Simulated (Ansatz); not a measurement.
# Be2Sn (model cell, started as antifluorite): following an unstable mode, part 3 of 3

Wanted: the energy along a soft mode of Be2Sn (model cell, started as antifluorite) and the structure at the end.

Ansatz 0.2.0; DFT PBEsol, scalar-relativistic, plane waves, PAW.

So far. Step 5 (Energy along the mode, all amplitudes (two of the runs …): The lowest of the steps tried is at 0.32 Å, 27.3 meV/atom below the parent; the bottom of the well need not coincide with a step. Step 7 (The new phase in its own primitive cell): The largest force component left is 1.00 meV/Å and the pressure is 0.001 GPa, within the tolerances set. The cell now holds 15.03 Å³/atom. The relaxed cell has a, b, c = 3.985, 5.148, 4.394 Å (conventional setting).

The structure was built from a prototype and need not be the compound's stable phase.

### Step 8. Modes of the new phase, k-mesh 8×6×8

A relaxed structure may still be a saddle point, so its zone-centre modes are computed. No field response is asked, since the mesh shows no gap.

The input, input.yaml:

```yaml
crystal:
  lattice:
    - [3.9854957242, 0.0, 0.0]
    - [0.0, 5.1480836426, 0.0]
    - [0.0, 0.0, 4.3943359241]
  atoms:
    - { symbol: Sn, position: [0.5, 0.5, 0.3521717845] }
    - { symbol: Sn, position: [0.0, 0.0, 0.6478282155] }
    - { symbol: Be, position: [0.0, 0.7475427125, 0.1389251506] }
    - { symbol: Be, position: [0.5, 0.2475427125, 0.8610748494] }
    - { symbol: Be, position: [0.0, 0.2524572875, 0.1389251506] }
    - { symbol: Be, position: [0.5, 0.7524572875, 0.8610748494] }
kpoints:
  mp_grid: { grid: [8, 6, 8] }
hamiltonian:
  xc: pbesol
scf:
  occupations: { method: methfessel_paxton, width: 0.15 }
output:
  eigenvalues: true
phonons:
  method: dfpt
```

Command:

```console
$ ansatz run input.yaml --threads 4 --pin off --max-ram 7168MiB --backend cpu --events-out ev --progress --plain --runs-dir out
```

Numbers of over 12 decimals in the logs are rounded to 6 here.

The program printed:

```text
zone centre: on kpoints.mp_grid the ground state, and the responses unless they are solved on pairs of k-points, stand on 130 of the mesh's 384 k-points, reduced under 2 symmetry operations, with k and −k counted as one. Each operation leaves every solved displacement unchanged or reverses it
[...]
Crystal: 6 atoms, lattice volume = 90.162 Å³
Basis set: ecut = 420 eV, 1767 PW (Γ), exchange–correlation on 60×72×60 points (8 copies of the dense FFT grid, shifted against one another)
Bands: 24, of which v1, the nominal top of the filled ones, is band 18 counted from 1 (17 counted from 0)
Symmetry: 8 space group operations
k-points: 130 of 384 (irreducible under 2 space group operations, time reversal used)
[...]
SCF iter   1: F=—  HF=-12258.470733 eV  |F-HF|=—  |Δ(HF+E_count)|=         —  Δρ=4.06e-3  dr2=3.47e-2  ethr=1.77e-3  ⟨swp⟩=7.6  Hψ=17776  notcnv=0
[...]
SCF iter  11: F=-12258.455195 eV  HF=-12258.455195 eV  |F-HF|=3.64e-12  |Δ(HF+E_count)|=  1.27e-11  S|Δr|=    0.00e0  Δρ=4.53e-8  dr2=3.32e-12  ethr=1.00e-12  ⟨swp⟩=9.5  Hψ=14933  notcnv=0
SCF 1 converged in 11 iterations: F = -12258.455195 eV  dr2 = 3.32e-12
[...]
DFPT response loops at Γ: preconditioner auto → Kerker (q_TF=auto, 2.341 Å⁻¹) (partly filled bands, converged f_vac=0.000); β = 1.00, the filter's whole step (`scf.mixing.beta` (0.50) is not read by the response loops under this deck's `scf.mixing.preconditioner`; to damp them name `kerker` or `kerker_dos`, under which they read `scf.mixing.beta`, and type it under 1.00, their step now; both keys bind the ground state too); Broyden in place of MSR1
SCF converged after 11 iterations
[...]
Free energy (F): -12258.455195 eV
[...]
Internal energy: -12258.455911 eV  (E = F + TS)
E sigma→0 (E₀):  -12258.455374 eV
Entropy (-TS):   0.000716 eV (0.119 meV/atom)
Fermi energy:    9.513403 eV
[...]
--- Band table (eV; the first three rows and the last of 130) ---
  k-point 0: bands = [... 14 lower, 5.9569, 6.6300, 9.3441, 10.3102, 10.6490, 10.7787, 10.8399, 11.3177, ... 2 higher]
  k-point 1: bands = [... 14 lower, 6.0788, 7.4828, 9.0226, 9.3178, 9.9093, 10.8227, 11.0921, 11.9173, ... 2 higher]
  k-point 2: bands = [... 14 lower, 6.4366, 7.0453, 8.0617, 9.6639, 10.1129, 10.1588, 10.9371, 12.2210, ... 2 higher]
  k-point 129: bands = [... 14 lower, 4.0805, 4.0805, 5.0557, 5.0557, 13.5115, 13.5115, 13.5866, 13.5866, ... 2 higher]
--- Phonons (Γ-DFPT): 6 representative perturbations + reference, on 130 of 384 k-points (Σ response iterations 18) ---
  k mesh reduced under 2 symmetry operations, with k and −k counted as one. Each operation leaves every solved displacement unchanged or reverses it
  ASR residual: 5.233e-5 → 0.000e0 eV/Å²; symmetrization residual: 9.134e-7 eV/Å²
  ASR residual per site (eV/Å²): 3.94e-5 3.94e-5 5.23e-5 5.23e-5 5.23e-5 5.23e-5
  Γ frequencies (cm⁻¹): 0.00 0.00 0.00 97.63 117.59 140.04 221.95 240.76 285.60 312.65 315.41 328.26 372.88 455.75 463.10 469.25 484.40 487.94
  non-analytic LO–TO correction: not included (Born effective charges unavailable; polar crystals: no LO–TO splitting at Γ)
```

Wall time 51 s (4 threads of Arm Neoverse V2, shared host); peak memory 1.3 GiB; 3.2 min of CPU time.

Numbers from this step:

| Quantity | Value |
| --- | --- |
| sum-rule residual before enforcement | 5.23e-5 eV/Å² |
| point group | mmm |
| highest optical mode at the zone centre (no LO-TO term) | 487.9 cm⁻¹ |
| lowest optical zone-centre mode | 97.63 cm⁻¹ |

Patterns of degenerate modes are one choice out of their space. Modes at Γ, with each element's share of the kinetic energy:

| mode | frequency (cm⁻¹) | symmetry | Sn % | Be % |
| --- | --- | --- | --- | --- |
| 1 | 0.0 | acoustic | 87 | 13 |
| 2 | 0.0 | acoustic | 87 | 13 |
| 3 | 0.0 | acoustic | 87 | 13 |
| 4 | 97.6 | B2g | 96 | 4 |
| 5 | 117.6 | Ag | 92 | 8 |
| 6 | 140.0 | B3g | 99 | 1 |
| 7 | 221.9 | B2u | 8 | 92 |
| 8 | 240.8 | B3g | 1 | 99 |
| 9 | 285.6 | Au | 0 | 100 |
| 10 | 312.6 | B3u | 13 | 87 |
| 11 | 315.4 | B1u | 6 | 94 |
| 12 | 328.3 | Ag | 5 | 95 |
| 13 | 372.9 | B2u | 6 | 94 |
| 14 | 455.8 | B1g | 0 | 100 |
| 15 | 463.1 | Ag | 3 | 97 |
| 16 | 469.2 | B2g | 4 | 96 |
| 17 | 484.4 | B3g | 0 | 100 |
| 18 | 487.9 | B1u | 8 | 92 |

Displacements in mode 4 (97.6 cm⁻¹), the largest set to 1:
```
Sn1  1.00  0.00  0.00
Sn2 -1.00  0.00  0.00
Be3  0.51  0.00  0.00
Be4 -0.51  0.00  0.00
Be5  0.51  0.00  0.00
Be6 -0.51  0.00  0.00
```

Displacements in mode 17 (484.4 cm⁻¹), the largest set to 1:
```
Sn1  0.00  0.02  0.00
Sn2  0.00 -0.02  0.00
Be3  0.00 -0.44  1.00
Be4  0.00  0.44  1.00
Be5  0.00 -0.44 -1.00
Be6  0.00  0.44 -1.00
```

Before it was imposed, the acoustic sum rule was missed by 5.2e-5 eV/Å². Small misses are needed for a sound result but don't prove that mesh and cutoff are converged. The lowest optical mode is real, 97.6 cm⁻¹.

### Step 9. Summary of results

| Property | Result |
| --- | --- |
| unstable mode of the parent | q = (0, -0.5, -0.5), 116i cm⁻¹ |
| depth at the lowest point sampled | 27.3 meV/atom |
| largest atomic shift at that point | 0.32 Å |
| space group reached (within 0.01 Å) | Pmmn |
| energy gained over the parent (first relaxation, on the mesh of the frozen mode) | 97.8 meV/atom |
| volume per atom, phase reached | 15.0 Å³ |
| lowest optical zone-centre mode, phase reached | 97.6 cm⁻¹ |
| highest optical mode at the zone centre (no LO-TO term), phase reached | 488 cm⁻¹ |

In words: Along this mode the structure falls into Pmmn, 97.8 meV/atom below the parent. At the parent's cell the well is 27.32 meV/atom deep on the steps tried, with its lowest point at a shift of 0.32 Å. Relaxing atoms and cell changes the gain by +70.48 meV/atom against the lowest step (energies at zero smearing). Most of the total comes from this relaxation. The new phase has no imaginary mode at the zone centre of its cell; other wavevectors were not checked. Of the 4 patterns followed to their end from this parent, this one reaches the lowest energy. Each path keeps the symmetry of its pattern, so a lower phase may lie along a pattern not tried. With no gap, or one that is small against the smearing, the frequencies hang on the k mesh and the smearing, most of all near Kohn anomalies. Spin-orbit coupling is left out, which can matter for the heavy elements here. A phonon run warned that its eigensolver left some bands unconverged in a pass. The starting cell was built on a prototype and not taken from a measurement, so the phase need not exist.

[Logs are printed without paths, hosts, clocks, repeated set-up lines and the standing remarks that a program may print on its own settings, such as how far it seeks lower states.]

[Hosts, paths, dates, database ids (printed as entryN), source tags and the programs' standing remarks are cut or masked in the printed files.]
